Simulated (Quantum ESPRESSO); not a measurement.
# Dielectric function and optical constants of PbO (Litharge), part 3 of 3

Wanted: where PbO (Litharge) starts to absorb, how strongly, and its refractive index. The cell comes from an older database entry, whose edges can differ from later determinations, mostly by under a per cent.

Quantum ESPRESSO 7.5; DFT, PBE, plane waves with norm-conserving potentials (PseudoDojo), scalar-relativistic, independent-particle optical response without local fields and without the non-local commutator.

So far. Step 2 (Ground state): There is a gap, 1.14 eV on this mesh (points off the mesh can give less), so no carriers' term is needed.

The database entry behind the starting cell differs from later determinations by our own check (an axis about 0.4 % long against later determinations), so it need not match the best structure at ambient conditions.

**5. Dielectric function**

With the density converged, the vertical transitions are summed over the zone.

This step: DFT, PBE, plane waves with norm-conserving potentials (PseudoDojo), scalar-relativistic, independent-particle optical response without local fields and without the non-local commutator (Quantum ESPRESSO 7.5).

File epsilon.in:

```
&inputpp
  prefix = 'x'
  outdir = './tmp'
  calculation = 'eps'
/
&energy_grid
  smeartype = 'gauss'
  intersmear = 0.2
  wmin = 0.0
  wmax = 22
  nw = 500
/
```

The run is started by

```
mpirun -n 4 epsilon.x -nk 4 -in epsilon.in
```

The log of the run:

```text
[banner, memory and clock lines left out]

     Broadcasting variables...

     IMPORTANT: XC functional enforced from input :
     Exchange-correlation= PBE
                           (   1   4   3   4   0   0   0)
     Any further DFT definition will be discarded

     G-vector sticks info

     Fermi energy [eV] is:  8.80902
     The system is a dielectric...
     metallic system: redefining wmin =     0.000000

     Performing eps calculation...

     xx,yy,zz plasmon frequences [eV] are:    14.496029619   14.496029459   14.097810447
```

It took 2.5 s on 4 MPI ranks of Arm Neoverse V2, shared host; peak memory 0.06 GiB.

Numbers from this step:

- electronic dielectric constant ε∞, mean over x, y and z (by symmetry where fewer were run): 6.536
- main peak of Im epsilon, first axis: 4.005 eV

Some rows of epsi_x.dat:

```text
# energy grid [eV]     epsi_x  epsi_y  epsi_z
#
    0.176352705    0.010928238    0.010928238    0.010249603
    1.234468938    0.101347373    0.101347372    0.093149687
    2.292585170    0.718661192    0.718661190    1.039608300
    3.350701403    7.107504937    7.107504934    6.210311904
    4.408817635   11.179986595   11.179986590   11.421967278
    5.466933868    5.656433554    5.656433548    6.688259405
    6.525050100    4.708064370    4.708064363    4.761619702
    7.583166333    2.177944864    2.177944855    2.530347984
    8.641282565    2.069796282    2.069796272    1.229032760
    9.699398798    1.793013400    1.793013388    1.512244146
   10.757515030    1.312890468    1.312890454    2.070908950
   11.815631263    0.710414005    0.710413989    0.816346029
   12.873747495    0.538489752    0.538489735    0.513362850
   13.931863727    0.825111820    0.825111800    0.436915456
   14.989979960    1.063090156    1.063090133    0.955641334
   16.048096192    0.806516082    0.806516055    0.545801378
   17.106212425    0.653598559    0.653598527    0.424927047
   18.164328657    0.760452008    0.760451971    0.548401441
   19.222444890    0.603752543    0.603752499    0.632515949
   20.280561122    0.486975870    0.486975816    0.505279097
   21.338677355    0.405061574    0.405061507    0.537155352
```

The Im ε has structure finer than the step of the table below, so its rows give means over 0.5 eV, whole bins alone (the curve runs from 0 to 22 eV). Peaks (eV: height): E ∥ x or y 4.01: 13.7, 4.50: 12.1; E ∥ z 3.26: 8.02, 4.36: 11.6, 5.51: 6.72, 6.97: 5.35.

Values under the direct gap are tails of Lorentzian lines. Table of Im ε by photon energy; means over each step:

| photon energy (eV) | E ∥ x or y | E ∥ z |
| --- | --- | --- |
| 0.5 | 0.0325 | 0.0304 |
| 1.0 | 0.0748 | 0.0694 |
| 1.5 | 0.155 | 0.136 |
| 2.0 | 0.604 | 0.360 |
| 2.5 | 1.49 | 1.71 |
| 3.0 | 4.01 | 4.97 |
| 3.5 | 9.56 | 7.56 |
| 4.0 | 12.4 | 9.39 |
| 4.5 | 10.5 | 10.6 |
| 5.0 | 5.60 | 6.73 |
| 5.5 | 5.01 | 5.72 |
| 6.0 | 4.56 | 4.61 |
| 6.5 | 5.06 | 4.62 |
| 7.0 | 3.38 | 4.58 |
| 7.5 | 2.49 | 2.99 |
| 8.0 | 2.00 | 1.58 |
| 8.5 | 2.08 | 1.32 |
| 9.0 | 1.71 | 1.24 |
| 9.5 | 1.58 | 1.51 |
| 10.0 | 1.79 | 1.64 |
| 10.5 | 1.44 | 1.92 |
| 11.0 | 1.18 | 1.62 |
| 11.5 | 0.780 | 1.21 |
| 12.0 | 0.614 | 0.738 |
| 12.5 | 0.700 | 0.594 |
| 13.0 | 0.618 | 0.529 |
| 13.5 | 0.786 | 0.530 |
| 14.0 | 0.858 | 0.459 |
| 14.5 | 1.06 | 0.713 |
| 15.0 | 1.11 | 0.894 |
| 15.5 | 1.09 | 0.867 |
| 16.0 | 0.878 | 0.580 |
| 16.5 | 0.740 | 0.563 |
| 17.0 | 0.675 | 0.469 |
| 17.5 | 0.626 | 0.497 |
| 18.0 | 0.726 | 0.485 |
| 18.5 | 0.728 | 0.574 |
| 19.0 | 0.647 | 0.594 |
| 19.5 | 0.551 | 0.596 |
| 20.0 | 0.491 | 0.587 |
| 20.5 | 0.465 | 0.426 |
| 21.0 | 0.441 | 0.490 |
| 21.5 | 0.431 | 0.494 |

The Re ε by photon energy:

| photon energy (eV) | E ∥ x or y | E ∥ z |
| --- | --- | --- |
| 0.0 | 6.61 | 6.39 |
| 0.5 | 6.69 | 6.46 |
| 1.0 | 6.94 | 6.70 |
| 1.5 | 7.47 | 7.18 |
| 2.0 | 8.59 | 8.17 |
| 2.5 | 9.69 | 9.53 |
| 3.0 | 11.9 | 10.8 |
| 3.5 | 11.6 | 9.33 |
| 4.0 | 4.09 | 6.70 |
| 4.5 | 0.499 | 1.66 |
| 5.0 | -0.974 | -1.50 |
| 5.5 | 0.188 | 0.335 |
| 6.0 | -0.218 | -1.23 |
| 6.5 | -0.290 | 0.276 |
| 7.0 | -1.94 | -1.08 |
| 7.5 | -1.13 | -2.25 |
| 8.0 | -0.656 | -1.30 |
| 8.5 | -0.308 | -0.541 |
| 9.0 | -0.500 | 0.167 |
| 9.5 | 0.121 | 0.312 |
| 10.0 | 0.0730 | 0.482 |
| 10.5 | -0.348 | 0.171 |
| 11.0 | -0.469 | -0.471 |
| 11.5 | -0.0842 | -0.444 |
| 12.0 | 0.132 | -0.220 |
| 12.5 | 0.452 | -0.0264 |
| 13.0 | 0.644 | 0.268 |
| 13.5 | 0.965 | 0.499 |
| 14.0 | 0.722 | 0.537 |
| 14.5 | 0.781 | 0.835 |
| 15.0 | 0.412 | 0.636 |
| 15.5 | 0.512 | 0.327 |
| 16.0 | 0.189 | 0.464 |
| 16.5 | 0.389 | 0.464 |
| 17.0 | 0.408 | 0.512 |
| 17.5 | 0.447 | 0.639 |
| 18.0 | 0.603 | 0.755 |
| 18.5 | 0.415 | 0.665 |
| 19.0 | 0.377 | 0.776 |
| 19.5 | 0.395 | 0.641 |
| 20.0 | 0.457 | 0.556 |
| 20.5 | 0.491 | 0.629 |
| 21.0 | 0.456 | 0.756 |
| 21.5 | 0.516 | 0.625 |
| 22.0 | 0.543 | 0.666 |

The loss function −Im 1/ε at q → 0 has structure finer than the step of the table below, so its rows give means over 1 eV, whole bins alone (the curve runs from 0 to 22 eV). Peaks (eV: height): E ∥ x or y 12.1: 1.62, 12.7: 1.27, 13.8: 0.799, 16.1: 1.21, 19.7: 1.32, 21.6: 1.24; E ∥ z 8.9: 0.919, 12.6: 1.91, 13.1: 1.64, 13.8: 1.21, 15.7: 1.36, 20.3: 1.00, 21.6: 0.866.

Values under the direct gap are tails of Lorentzian lines. The loss function −Im 1/ε at q → 0 by energy loss; means over each step:

| energy loss (eV) | E ∥ x or y | E ∥ z |
| --- | --- | --- |
| 1 | 0.00158 | 0.00156 |
| 2 | 0.00787 | 0.00691 |
| 3 | 0.0267 | 0.0365 |
| 4 | 0.0711 | 0.0710 |
| 5 | 0.160 | 0.146 |
| 6 | 0.210 | 0.209 |
| 7 | 0.250 | 0.206 |
| 8 | 0.448 | 0.412 |
| 9 | 0.568 | 0.742 |
| 10 | 0.580 | 0.579 |
| 11 | 0.876 | 0.597 |
| 12 | 1.32 | 1.19 |
| 13 | 0.889 | 1.53 |
| 14 | 0.633 | 0.842 |
| 15 | 0.717 | 0.740 |
| 16 | 0.993 | 1.10 |
| 17 | 1.04 | 0.877 |
| 18 | 0.896 | 0.683 |
| 19 | 1.11 | 0.705 |
| 20 | 1.12 | 0.840 |
| 21 | 1.00 | 0.692 |

The reflectivity at normal incidence has structure finer than the step of the table below, so its rows give means over 0.5 eV, whole bins alone (the curve runs from 0 to 22 eV). Peaks (eV: height): E ∥ x or y 4.06: 44.0, 4.63: 48.4, 5.60: 35.4, 7.01: 42.9, 8.95: 27.2, 11.02: 28.8, 15.83: 12.8; E ∥ z 4.59: 44.1, 5.91: 39.3, 7.58: 47.7, 10.93: 29.1, 11.64: 31.2, 15.61: 11.5.

Table of reflectivity at normal incidence by photon energy; means over each step:

| photon energy (eV) | E ∥ x or y (%) | E ∥ z (%) |
| --- | --- | --- |
| 0.5 | 19.6 | 19.0 |
| 1.0 | 20.3 | 19.6 |
| 1.5 | 21.6 | 20.9 |
| 2.0 | 23.8 | 23.3 |
| 2.5 | 27.0 | 27.1 |
| 3.0 | 31.2 | 31.1 |
| 3.5 | 37.6 | 32.4 |
| 4.0 | 41.5 | 35.1 |
| 4.5 | 43.6 | 40.9 |
| 5.0 | 38.4 | 38.9 |
| 5.5 | 31.2 | 31.4 |
| 6.0 | 28.9 | 33.6 |
| 6.5 | 33.4 | 29.2 |
| 7.0 | 39.5 | 36.3 |
| 7.5 | 33.0 | 44.7 |
| 8.0 | 27.7 | 41.5 |
| 8.5 | 23.8 | 28.4 |
| 9.0 | 24.4 | 16.3 |
| 9.5 | 17.7 | 13.7 |
| 10.0 | 20.1 | 14.4 |
| 10.5 | 23.5 | 17.2 |
| 11.0 | 25.1 | 24.8 |
| 11.5 | 20.3 | 27.6 |
| 12.0 | 13.1 | 25.0 |
| 12.5 | 7.44 | 18.7 |
| 13.0 | 4.69 | 10.1 |
| 13.5 | 4.10 | 5.79 |
| 14.0 | 5.20 | 4.05 |
| 14.5 | 6.14 | 3.50 |
| 15.0 | 8.79 | 5.66 |
| 15.5 | 9.14 | 10.0 |
| 16.0 | 11.4 | 5.99 |
| 16.5 | 7.95 | 5.52 |
| 17.0 | 7.02 | 3.82 |
| 17.5 | 5.58 | 3.08 |
| 18.0 | 5.34 | 2.25 |
| 18.5 | 6.96 | 3.17 |
| 19.0 | 7.19 | 3.00 |
| 19.5 | 6.94 | 3.62 |
| 20.0 | 5.25 | 4.19 |
| 20.5 | 4.73 | 3.02 |
| 21.0 | 4.89 | 2.45 |
| 21.5 | 4.59 | 3.38 |

The refractive index n and extinction k by photon energy:

| photon energy (eV) | n, E ∥ x or y | k, E ∥ x or y | n, E ∥ z | k, E ∥ z |
| --- | --- | --- | --- | --- |
| 0 | 2.57 | 0 | 2.53 | 0 |
| 1 | 2.64 | 0.0140 | 2.59 | 0.0132 |
| 2 | 2.93 | 0.117 | 2.86 | 0.0540 |
| 3 | 3.51 | 0.641 | 3.33 | 0.577 |
| 4 | 3.03 | 2.25 | 3.07 | 1.65 |
| 5 | 1.48 | 1.78 | 1.72 | 2.12 |
| 6 | 1.54 | 1.61 | 1.25 | 1.67 |
| 7 | 0.954 | 1.69 | 1.47 | 1.80 |
| 8 | 0.801 | 1.14 | 0.595 | 1.29 |
| 9 | 0.790 | 1.06 | 0.849 | 0.744 |
| 10 | 0.987 | 0.949 | 1.09 | 0.835 |
| 11 | 0.629 | 0.930 | 0.705 | 0.984 |
| 12 | 0.615 | 0.496 | 0.515 | 0.696 |
| 13 | 0.871 | 0.339 | 0.679 | 0.439 |
| 14 | 0.963 | 0.454 | 0.784 | 0.280 |
| 15 | 0.878 | 0.599 | 0.944 | 0.504 |
| 16 | 0.738 | 0.596 | 0.768 | 0.354 |
| 17 | 0.769 | 0.429 | 0.782 | 0.316 |
| 18 | 0.890 | 0.434 | 0.905 | 0.252 |
| 19 | 0.752 | 0.433 | 0.941 | 0.330 |
| 20 | 0.758 | 0.343 | 0.824 | 0.351 |
| 21 | 0.737 | 0.295 | 0.910 | 0.269 |
| 22 | 0.768 | 0.218 | 0.854 | 0.251 |

Optical constants at common wavelengths, from n + ik = √ε:

| wavelength (nm) | n xy | k xy | R (%) xy | 1/α xy | n z | k z | R (%) z | 1/α z |
| --- | --- | --- | --- | --- | --- | --- | --- | --- |
| 1550 | 2.61 | 0.011 | 19.9 | 12 µm | 2.57 | 0.010 | 19.3 | 12 µm |
| 800 | 2.75 | 0.029 | 21.7 | 2.2 µm | 2.69 | 0.026 | 21.0 | 2.4 µm |
| 633 | 2.92 | 0.091 | 24.0 | 552 nm | 2.84 | 0.050 | 22.9 | 1.0 µm |
| 405 | 3.43 | 0.728 | 32.0 | 44 nm | 3.46 | 0.694 | 32.1 | 46 nm |
| 308 | 2.94 | 2.308 | 43.6 | 11 nm | 3.03 | 1.684 | 36.5 | 15 nm |
| 248 | 1.48 | 1.783 | 36.5 | 11 nm | 1.73 | 2.116 | 42.1 | 9.3 nm |
| 193 | 1.50 | 1.629 | 32.6 | 9.4 nm | 1.58 | 1.419 | 27.1 | 11 nm |

Below the direct gap, k and the depth come from the tails of the Lorentzian lines, not from transitions.

At 1064 nm the birefringence n(z) − n(x) is -0.047: the crystal is uniaxial negative at this level.

**6. Outcome**

```json
{"electronic dielectric constant ε∞, mean over x, y and z (by symmetry where fewer were run) (independent particles)": "6.54", "main peak of Im epsilon, first axis": "4.01 eV"}
```

**Reading.** At this level (PBE, independent particles) PbO has a mean ε∞ = 6.54 and n = 2.61 at 1550 nm (E ∥ x), and Im ε peaks at 4.0 eV (E ∥ x). Distinct maxima of Im ε, read by a parabola through the highest points, lie at 4.01 eV (14), 4.50 eV (12), 5.51 eV (5.9) and 6.65 eV (5.5) for E ∥ x or y. The static values by axis are 6.61 (xy), 6.39 (z). At 1064 nm the birefringence n(z) − n(x) is -0.047: the crystal is uniaxial negative at this level. Excitons and phonon-assisted transitions are missing, and so are local fields; PBE gaps are as a rule too small, which pulls the onset down and ε∞ up, while the missing spin-orbit coupling works the other way with such heavy atoms. Spin-orbit coupling is left out although heavy atoms are present. epsilon.x leaves out the commutator of the non-local potential, so its intensities are off, as a rule too high. The sum runs over mesh points, so small or evenly spaced maxima can still be ripples of the mesh.

[Machine, clock, banner and «Message from routine» lines are left out of the logs.]

[Logs are printed without paths, hosts, clocks, repeated set-up lines and the standing remarks that a program may print on its own settings, such as how far it seeks lower states.]

[Hosts, paths, dates, database ids (printed as entryN), source tags and the programs' standing remarks are cut or masked in the printed files.]
